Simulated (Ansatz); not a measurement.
# Quasiparticle gap of CS2NF5 (P-1), part 2 of 2

How far does one-shot GW move the PBE gap of CS2NF5 (P-1)?

Ansatz 0.2.0; PBE, then G0W0 on it, plane waves, PAW. Known limits of the many-body steps: finite bands, screening cutoff and k mesh; no spin-orbit coupling in G0W0.

So far. Step 3 (The PBE band structure): Over mesh and path the gap is 2.871 eV, from k = (0.000, -0.500, 0.250) to k = (0.167, 0.250, 0.250). The least direct gap found is 2.921 eV, at k = (0.167, 0.250, 0.250).

In doubt: masses and optical values from hybrid runs of this build are listed as unsure (in some of the runs), which bears on the screening that GW takes from such a start.

### Step 4. G0W0 on the 4×2×2 mesh

G0W0 replaces the xc potential by a self-energy built once from the orbitals of the start. Levels are corrected in the window of bands that the input names, at points of the mesh.

This step: G0W0 on PBE, plane waves, PAW; PAW set soft_1.

input.yaml reads:

```yaml
crystal:
  lattice:
    - [4.851, 0.0, 0.0]
    - [-0.2429962821, 7.4030130222, 0.0]
    - [-0.0929160701, -1.0366422871, 7.8775412009]
  atoms:
    - { symbol: C, position: [0.3704668563, 0.511281436, 0.7789674265] }
    - { symbol: C, position: [0.6295331437, 0.488718564, 0.2210325735] }
    - { symbol: S, position: [0.5069110792, 0.6743134807, 0.7030080864] }
    - { symbol: S, position: [0.4930889208, 0.3256865193, 0.2969919136] }
    - { symbol: S, position: [0.1123244275, 0.1912861656, 0.7728123248] }
    - { symbol: S, position: [0.8876755725, 0.8087138344, 0.2271876752] }
    - { symbol: "N", position: [0.2695326305, 0.3914099602, 0.8545470961] }
    - { symbol: "N", position: [0.7304673695, 0.6085900398, 0.1454529039] }
    - { symbol: F, position: [0.9498932602, 0.2824875867, 0.6277270521] }
    - { symbol: F, position: [0.0501067398, 0.7175124133, 0.3722729479] }
    - { symbol: F, position: [0.2661306003, 0.0907955868, 0.9117928285] }
    - { symbol: F, position: [0.7338693997, 0.9092044132, 0.0882071715] }
    - { symbol: F, position: [0.9605213198, -0.0004253749, 0.7012299471] }
    - { symbol: F, position: [0.0394786802, 1.0004253749, 0.2987700529] }
    - { symbol: F, position: [0.860244641, 0.2319621255, 0.89906027] }
    - { symbol: F, position: [0.139755359, 0.7680378745, 0.10093973] }
    - { symbol: F, position: [0.3582205304, 0.1401040865, 0.6410071536] }
    - { symbol: F, position: [0.6417794696, 0.8598959135, 0.3589928464] }
kpoints:
  mp_grid: { grid: [4, 2, 2] }
hamiltonian:
  xc: pbe
  pseudopotentials: { kind: paw, azcp: { folder: soft_1 } }
scf:
  occupations: { method: fixed }
gw:
  n_empty_bands: 1064
  ecut_chi: 140.0
  qp_bands: [v4, c4]
  qp_kpoints: band_edges
  screening: { model: contour_deformation }
```

Run with:

```
ansatz run input.yaml --threads 2 --pin off --max-ram 92160MiB --backend cuda --events-out ev --progress --plain --runs-dir out --devices 1 --max-vram 13GiB
```

Numbers of over 12 decimals in the logs are rounded to 6 here.

What it wrote:

```text
GPUs: using 1 of 1 available (devices: 1).
[...]
GPU FFT provider: cuFFT
GPU libraries: cuBLAS 13.8.2, cuFFT 12.4.0, cuSOLVER 12.3.4
Crystal: 18 atoms, lattice volume = 282.898 Å³
Basis set: ecut = 420 eV, 5521 PW (Γ)
Bands: 74, of which v1, the nominal top of the filled ones, is band 56 counted from 1 (55 counted from 0)
Symmetry: 2 space group operations
[...]
k-points: 12 of 16
[...]
GPU buffer pool allocated for 97200 grid points (all kernels)
[...]
SCF iter   1: F=—  HF=-12965.680675 eV  |F-HF|=—  |Δ(HF+E_count)|=         —  Δρ=1.11e-1  dr2=4.86e1  ethr=3.10e-3  ⟨swp⟩=5.0  Hψ=3805  notcnv=0  defer=192
[...]
SCF iter  12: F=-12950.658428 eV  HF=-12950.658428 eV  |F-HF|=3.43e-9  |Δ(HF+E_count)|=   7.95e-8  Δρ=4.14e-6  dr2=6.03e-8  ethr=8.93e-11  ⟨swp⟩=14.2  Hψ=5505  notcnv=0
SCF 1 converged in 12 iterations: F = -12950.658428 eV  dr2 = 6.03e-8
[...]
the band table was solved once the SCF had ended and its energy, with any forces and stress, was formed, with the checks that follow a solve (3808 applications of the Hamiltonian). They found nothing against the state; the energy, forces and stress were not computed again (output.eigenvalues in the input reference)
[...]
G₀W₀ screening: q 1/12
[... further progress lines ...]
SCF converged after 12 iterations
Free energy (F): -12950.658428 eV
[...]
Internal energy: -12950.658428 eV  (E = F + TS)
E sigma→0 (E₀):  -12950.658428 eV
Fermi energy:    0.802657 eV
[...]
--- Band table (eV; the first three rows and the last of 12) ---
  k-point 0: bands = [... 52 lower, 0.0714, 0.1682, 0.7284, 0.7820, 3.7451, 4.0665, 5.4058, 5.4994, ... 14 higher]
  k-point 1: bands = [... 52 lower, -0.0641, 0.4023, 0.6792, 0.7421, 3.7997, 4.0251, 5.2730, 5.6111, ... 14 higher]
  k-point 2: bands = [... 52 lower, 0.0879, 0.1449, 0.7833, 0.8027, 3.8104, 3.8481, 5.6042, 5.6434, ... 14 higher]
  k-point 11: bands = [... 52 lower, -0.2168, 0.5184, 0.6683, 0.7000, 3.8940, 3.9314, 5.5775, 5.6325, ... 14 higher]
--- G₀W₀: contour deformation, 6 samples at zero and on the imaginary axis and 1 off it, 16 q-points, 1064 empty bands' worth ---
  eigenvalues of the whole cell's RPA ε∞ on this k-mesh (on a slab, of 1 + 4πα/V) = 1.8952, 1.9551, 2.8104; static W/v taken at q = 0 is 0.451946
  gw.qp_kpoints: band_edges: 12 of 12 stored k-points solved, in 1 pass; an edge of the gap read off the rows below is read off those points alone
    ik  band        ε_KS         Σx   Σc(E_QP)       V_xc       Z   E_QP_lin       E_QP  E_QP is
     0    53      0.0714   -19.4054     1.8197   -15.9394  0.7883    -1.6178    -1.5749  root
     0    54      0.1682   -19.6670     1.7894   -16.2500  0.7892    -1.4998    -1.4594  root
     0    55      0.7284   -19.2634     1.6812   -15.8877  0.7940    -1.0070    -0.9661  root
     0    56      0.7820   -19.4028     1.6887   -16.0238  0.7941    -0.9481    -0.9083  root
     0    57      3.7451   -14.4452    -3.3053   -19.8160  0.8109     5.8594     5.8107  root
     0    58      4.0665   -13.9293    -3.2970   -19.2630  0.8048     6.1560     6.1031  root
     0    59      5.4058   -10.3773    -3.7260   -15.9019  0.8127     7.2525     7.2045  root
     0    60      5.4994   -12.9486    -3.9120   -18.9654  0.7994     7.6927     7.6043  root
     1    53     -0.0641   -19.8157     1.9816   -16.1896  0.7875    -1.7532    -1.7086  root
     1    54      0.4023   -19.3636     1.5432   -16.2380  0.7891    -1.2144    -1.1800  root
     1    55      0.6792   -19.2823     1.7433   -15.8241  0.7944    -1.0791    -1.0357  root
     1    56      0.7421   -19.3513     1.7126   -15.9382  0.7944    -0.9996    -0.9584  root
     1    57      3.7997   -14.0831    -3.3203   -19.4538  0.8097     5.8982     5.8501  root
     1    58      4.0251   -14.0423    -3.2829   -19.3635  0.8055     6.1155     6.0634  root
     1    59      5.2730   -11.9279    -3.7974   -17.6941  0.8115     7.3047     7.2418  root
     1    60      5.6111   -10.8140    -3.6033   -16.3006  0.8056     7.5463     7.4944  root
     2    53      0.0879   -19.4022     1.8240   -15.9282  0.7886    -1.6051    -1.5622  root
     2    54      0.1449   -19.5985     1.7938   -16.1696  0.7892    -1.5317    -1.4901  root
     2    55      0.7833   -19.4249     1.6873   -16.0532  0.7943    -0.9404    -0.9011  root
     2    56      0.8027   -19.4338     1.6893   -16.0563  0.7943    -0.9249    -0.8855  root
     2    57      3.8104   -14.4104    -3.2759   -19.7589  0.8084     5.9329     5.8830  root
     2    58      3.8481   -14.0680    -3.2557   -19.3532  0.8085     5.9254     5.8776  root
     2    59      5.6042   -12.4427    -3.9074   -18.3769  0.7973     7.7140     7.6311  root
     2    60      5.6434    -9.8620    -3.4553   -15.1124  0.8099     7.4753     7.4385  root
     3    53     -0.0848   -19.7321     1.9938   -16.0868  0.7877    -1.7823    -1.7363  root
     3    54      0.4043   -19.3190     1.5424   -16.1852  0.7894    -1.2221    -1.1870  root
     3    55      0.7140   -19.3432     1.7312   -15.9062  0.7946    -1.0338    -0.9918  root
     3    56      0.7942   -19.5127     1.7211   -16.1003  0.7945    -0.9366    -0.8970  root
     3    57      3.7238   -14.0830    -3.2708   -19.3988  0.8100     5.8153     5.7689  root
     3    58      3.9359   -14.0723    -3.2520   -19.3549  0.8067     6.0158     5.9664  root
     3    59      5.5717   -12.3717    -3.9089   -18.3171  0.8023     7.6864     7.6082  root
     3    60      5.6655   -10.0386    -3.4434   -15.2873  0.8093     7.5086     7.4709  root
     4    53      0.0700   -19.3629     1.8019   -15.9197  0.7880    -1.6137    -1.5713  root
     4    54      0.1799   -19.7325     1.8041   -16.3008  0.7894    -1.4878    -1.4478  root
     4    55      0.6803   -19.2237     1.7022   -15.8254  0.7942    -1.0576    -1.0159  root
     4    56      0.7136   -19.3289     1.7246   -15.9048  0.7943    -1.0273    -0.9858  root
     4    57      3.7677   -14.0914    -3.2510   -19.3711  0.8096     5.8422     5.7964  root
     4    58      4.0242   -14.1904    -3.3154   -19.5722  0.8054     6.1449     6.0906  root
     4    59      5.4865   -10.9985    -3.7116   -16.5881  0.8084     7.4194     7.3645  root
     4    60      5.6461   -11.3282    -3.7288   -17.0180  0.8027     7.6673     7.6072  root
[...]
10    57      3.8299   -13.5709    -3.2077   -18.7564  0.8081     5.8504     5.8077  root
    10    58      4.0239   -14.6029    -3.3760   -20.0906  0.8055     6.1944     6.1355  root
    10    59      5.5711   -10.8282    -3.6480   -16.3774  0.8069     7.5232     7.4723  root
    10    60      5.6794   -12.2363    -3.8984   -18.1903  0.7991     7.8139     7.7351  root
    11    53     -0.2168   -19.6759     2.0285   -15.9897  0.7868    -1.9248    -1.8745  root
    11    54      0.5184   -19.4515     1.5220   -16.3476  0.7896    -1.0964    -1.0636  root
    11    55      0.6683   -19.3701     1.7627   -15.9056  0.7943    -1.0760    -1.0335  root
    11    56      0.7000   -19.4333     1.7547   -15.9878  0.7946    -1.0315    -0.9908  root
    11    57      3.8940   -14.1756    -3.2884   -19.5241  0.8079     6.0037     5.9541  root
    11    58      3.9314   -13.8481    -3.2904   -19.1634  0.8065     6.0055     5.9564  root
    11    59      5.5775   -12.9633    -3.9422   -19.0269  0.7996     7.7880     7.6988  root
    11    60      5.6325   -10.7823    -3.6446   -16.3192  0.8049     7.5772     7.5247  root
```

Run time: 1.8 min. Hardware: 1 × NVIDIA H100 80GB HBM3 (shared by 6 runs) with 2 threads of AMD EPYC 7R13 (Zen 3), shared host; peak memory 4.2 GiB; 3.3 min of CPU time.

This step gave:

| Property | Result |
| --- | --- |
| bands summed | 1120 |
| RPA ε∞ on this mesh (eigenvalues) | 1.895, 1.955, 2.810 |
| plane waves in the screening matrix | 1057 |
| q-points in the mesh | 16 |
| G0W0 gap over the corrected points | 6.654 eV |
| k of the valence top | 0, -0.5, 0 |
| k of the conduction bottom | 0, -0.5, -0.5 |
| starting gap on the mesh | 2.921 eV |
| Z at the valence top | 0.7943 |
| Z at the conduction bottom | 0.8100 |
| least direct G0W0 gap over the corrected points | 6.666 eV |

Over all 12 irreducible mesh points the G0W0 gap is 6.654 eV, from k = (0.000, -0.500, 0.000) to k = (0.000, -0.500, -0.500). The PBE gap of this run on the mesh is 2.921 eV. The two states that bound the G0W0 gap lie that far apart at the start, so the correction of the gap is 6.654 − 2.921 = +3.733 eV. The start of this run differs from the step before in mesh (6×4×4 and 4×2×2).

Labels follow the order of the start: v1 is the top filled band, c1 the lowest empty one; levels that stay degenerate share a row, the window can cut a multiplet, doubted levels are not marked in this list, bands outside the window were not corrected, and the list may be a part of the corrected levels. Levels before and after the correction, in eV, zero at the valence-band top of each column:

|  | conduction bottom | valence top |
| --- | --- | --- |
| Kohn-Sham | 2.92 | 0.00 |
| G0W0 | 6.65 | 0.00 |

|  | level | occupation | energy (eV) |
| --- | --- | --- | --- |
| Kohn-Sham | (0 -0.5 0) v3 | 2 | -0.658 |
| Kohn-Sham | (0 -0.5 0) v2 | 2 | -0.019 |
| Kohn-Sham | (0 -0.5 0) v1 | 2 | 0.000 |
| Kohn-Sham | (0 -0.5 0) c1 | 0 | 3.008 |
| Kohn-Sham | (0 -0.5 0) c2 | 0 | 3.045 |
| Kohn-Sham | (0 -0.5 0) c3 | 0 | 4.802 |
| Kohn-Sham | (0 -0.5 -0.5) v3 | 2 | -0.398 |
| Kohn-Sham | (0 -0.5 -0.5) v2 | 2 | -0.089 |
| Kohn-Sham | (0 -0.5 -0.5) v1 | 2 | -0.008 |
| Kohn-Sham | (0 -0.5 -0.5) c1 | 0 | 2.921 |
| Kohn-Sham | (0 -0.5 -0.5) c2 | 0 | 3.133 |
| Kohn-Sham | (0 -0.5 -0.5) c3 | 0 | 4.769 |
| G0W0 | (0 -0.5 0) v3 | 2 | -0.605 |
| G0W0 | (0 -0.5 0) v2 | 2 | -0.016 |
| G0W0 | (0 -0.5 0) v1 | 2 | 0.000 |
| G0W0 | (0 -0.5 0) c1 | 0 | 6.769 |
| G0W0 | (0 -0.5 0) c2 | 0 | 6.763 |
| G0W0 | (0 -0.5 0) c3 | 0 | 8.517 |
| G0W0 | (0 -0.5 -0.5) v3 | 2 | -0.301 |
| G0W0 | (0 -0.5 -0.5) v2 | 2 | -0.106 |
| G0W0 | (0 -0.5 -0.5) v1 | 2 | -0.011 |
| G0W0 | (0 -0.5 -0.5) c1 | 0 | 6.654 |
| G0W0 | (0 -0.5 -0.5) c2 | 0 | 6.852 |
| G0W0 | (0 -0.5 -0.5) c3 | 0 | 8.494 |

The parts of the quasiparticle energy for the two states that bound the G0W0 gap, in eV on the run's own scale (QP = start + Σx + Σc − Vxc, with Σc at the quasiparticle energy):

| edge | k | band | start | Σx | Σc | Vxc | Z | QP |
| --- | --- | --- | --- | --- | --- | --- | --- | --- |
| valence top | (0.000, -0.500, 0.000) | 56 | 0.803 | −19.434 | 1.689 | −16.056 | 0.794 | −0.885 |
| conduction bottom | (0.000, -0.500, -0.500) | 57 | 3.724 | −14.083 | −3.271 | −19.399 | 0.810 | 5.769 |

### Step 5. The runs together

Each gap is the least one over the points named; times are wall times on shared hosts, not benchmarks. A G0W0 time includes the run's own self-consistent start. Rows marked * are further runs, not shown as steps, whose inputs differ from the G0W0 step on the same start in the columns given; solver thresholds can differ too.

| level | mesh | files, cutoff | bands summed, screening | points | gap (eV) | valence top | conduction bottom | least direct gap (eV) | time |
| --- | --- | --- | --- | --- | --- | --- | --- | --- | --- |
| PBE | 6×4×4 | soft_1 PAW, 420 eV | - | mesh and path | 2.871 | (0.000, -0.500, 0.250) | (0.167, 0.250, 0.250) | 2.921 | 24 s |
| G0W0@PBE* | 4×2×2 | soft_1 PAW, 420 eV | 230, 42 eV | all 12 irreducible mesh points | 6.625 | (0.000, -0.500, 0.000) | (0.000, -0.500, -0.500) | 6.639 | 18 s |
| G0W0@PBE* | 4×2×2 | soft_1 PAW, 420 eV | 550, 84 eV | all 12 irreducible mesh points | 6.650 | (0.000, -0.500, 0.000) | (0.000, -0.500, -0.500) | 6.662 | 44 s |
| G0W0@PBE | 4×2×2 | soft_1 PAW, 420 eV | 1120, 140 eV | all 12 irreducible mesh points | 6.654 | (0.000, -0.500, 0.000) | (0.000, -0.500, -0.500) | 6.666 | 1.8 min |
| G0W0@PBE* | 2×2×2 | soft_1 PAW, 420 eV | 550, 84 eV | all 8 irreducible mesh points | 6.670 | (0.000, -0.500, 0.000) | (0.000, -0.500, -0.500) | 6.682 | 33 s |
| G0W0@PBE* | 4×2×2 | soft_1 PAW, 420 eV | 1120, 140 eV, plasmon pole | all 12 irreducible mesh points | 6.792 | (0.000, -0.500, 0.000) | (0.000, -0.500, -0.500) | 6.805 | 3.1 min |

### Step 6. Summary of results

```json
{
  "PBE gap over mesh and path": "2.871 eV, from k = (0.000, -0.500, 0.250) to k = (0.167, 0.250, 0.250)",
  "G0W0@PBE gap over all 12 irreducible mesh points": "6.654 eV, from k = (0.000, -0.500, 0.000) to k = (0.000, -0.500, -0.500)",
  "estimated limit in bands and cutoff, on this mesh": "6.658 eV",
  "GW settings": "4×2×2 mesh, 1064 empty bands, screening to 140 eV, PAW set soft_1 files",
  "known limits": "finite bands, screening cutoff and k mesh; no spin-orbit coupling in G0W0"
}
```

What this shows: Over all 12 irreducible mesh points the G0W0 gap is 6.654 eV, from k = (0.000, -0.500, 0.000) to k = (0.000, -0.500, -0.500). The PBE gap of this run on the mesh is 2.921 eV. The two states that bound the G0W0 gap lie that far apart at the start, so the correction of the gap is 6.654 − 2.921 = +3.733 eV. The valence state moves by −0.885 − 0.803 = −1.688 eV and the conduction state by 5.769 − 3.724 = +2.045 eV, on the run's own scale; with 230 bands the edge states move by −1.163 and +2.542 eV, so the split between the edges depends on the bands and cutoff. Over mesh and path, PBE puts the valence top at k = (0.000, -0.500, 0.250) and conduction bottom at k = (0.167, 0.250, 0.250), where no G0W0 correction was computed. The G0W0 gap over the whole zone is therefore not known from this run; at its settings it can only be equal to or under the 6.654 eV found, and no correction is carried over from another point. For the start itself the gap is 2.871 eV over mesh and path and 2.921 eV on the mesh of the G0W0 run, in runs that differ in mesh (6×4×4 and 4×2×2). From 230 bands and 42 eV to 1120 bands and 140 eV the gap moves by 6.654 − 6.625 = +0.029 eV (rung by rung 6.625, 6.650, 6.654 eV); bands and screening cutoff rise together, so their parts are not told apart. A line in one over the bands through the two highest rungs gives 6.654 + (6.654 − 6.650) × 550 / (1120 − 550) = 6.658 eV, and through the pair below 6.650 + (6.650 − 6.625) × 230 / (550 − 230) = 6.668 eV. The two agree within 0.03 eV and the same two states bound the gap in each rung, so 6.658 eV is taken as an estimate of the limit on this mesh. With the 2×2×2 mesh in place of the 4×2×2 mesh and all else as in the G0W0@PBE row with 550 bands, the gap differs by 6.670 − 6.650 = +0.020 eV, and that of the start by 2.921 − 2.921 = +0.000 eV. With the plasmon pole model in place of the contour deformation model and all else as in the G0W0@PBE row with 1120 bands, the gap differs by 6.792 − 6.654 = +0.138 eV. G0W0 on other starts in this series, not shown as steps and not all at these settings: 7.242 eV on HSE06 (4×2×2, soft_1 PAW, 1120 bands, 140 eV) and 6.628 eV on PBEsol (4×2×2, soft_1 PAW, 1120 bands, 140 eV). The G0W0 runs are scalar-relativistic. G0W0@PBE runs of this series with other atomic data on the same mesh, not shown as steps, give 6.635 eV (hard PAW, 1050 eV, 1633 bands, screening to 182 eV); where bands and cutoffs differ too, the part of the files is not isolated.

[Paths, hosts, dates, memory and timing lines, banners, echoed tables and standing remarks are left out of the program output.]

[Logs are printed without paths, hosts, clocks, repeated set-up lines and the standing remarks that a program may print on its own settings, such as how far it seeks lower states.]

[Runs of the session that timed out or met a known fault of the program may be left out.]

[Cells called generated may have been cut or substituted from an entry of the Crystallography Open Database or the Materials Project.]

[Hosts, paths, dates, database ids (printed as entryN), source tags and the programs' standing remarks are cut or masked in the printed files.]

[Where an RPA ε∞ is given, it is that of the G0W0 mesh and is not shown converged in it. Names of k-points follow the symmetry that the program found, which can be lower than the space group named. Band edges on a path are those of the sampled points; other points can move an edge, and change direct to indirect where valleys lie close.]

[Hybrid gaps are those of their k-mesh and are not shown converged in it.]
